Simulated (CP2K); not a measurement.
Consider dimethyl carbonate at its PBE geometry (Å).

```xyz
12

C     2.3435    0.0789    0.1015
O     1.1165   -0.5846    0.4915
C    -0.0002    0.0001    0.0082
O    -0.0314    1.0171   -0.6614
O    -1.0646   -0.7442    0.4005
C    -2.3395   -0.2030   -0.0240
H     2.3666    1.1043    0.4902
H     3.1434   -0.5230    0.5418
H     2.4318    0.1036   -0.9918
H    -3.0883   -0.8890    0.3823
H    -2.3979   -0.1677   -1.1188
H    -2.4797    0.8074    0.3799
```

Method: CP2K XAS_TDP, all-electron GAPW, PBEh(45%), aug-cc-pVDZ, TDA, no relativity.

**Question.** Where do the C K-edge lines lie, and how strong are they?

Leading lines: C1 284.89 eV and C3 285.19 eV. The leading line of an atom is its first one with 35 % of the strongest within 2.5 eV of its lowest line over the strength cut. 

The first six lines of each atom with a strength over 0.0015:

```
                             atom  energy (eV)  states  strength, one atom
C1 (bonded to O and 3 H), 2 alike       284.89       1              0.0446
                                        286.17       1              0.0250
                                        286.19       1              0.0222
                                        286.79       1              0.0017
                                        286.93       1              0.0035
                                        287.67       1              0.0038
               C3 (bonded to 3 O)       285.19       1              0.0842
                                        288.99       1              0.0019
                                        289.88       1              0.0043
                                        291.37       1              0.0054
                                        291.87       1              0.0026
                                        292.26       1              0.0121
```

Lines are vertical, at one geometry, with no vibrational structure. Without a correction of the core level, line positions, and the gaps between valence and Rydberg lines, follow the share of exact exchange. At this level such K lines come out 3 to 6 eV under measured ones. These values hold no scalar relativity, about 0.1 eV for C 1s. Rydberg lines, and the discretised continuum above threshold, depend on the basis and the box.

[Banner, clock and machine lines of the logs are left out without a mark of their own.]

[Logs are printed without paths, hosts, clocks, repeated set-up lines and the standing remarks that a program may print on its own settings, such as how far it seeks lower states.]

[Hosts, paths, dates, database ids (printed as entryN), source tags and the programs' standing remarks are cut or masked in the printed files.]
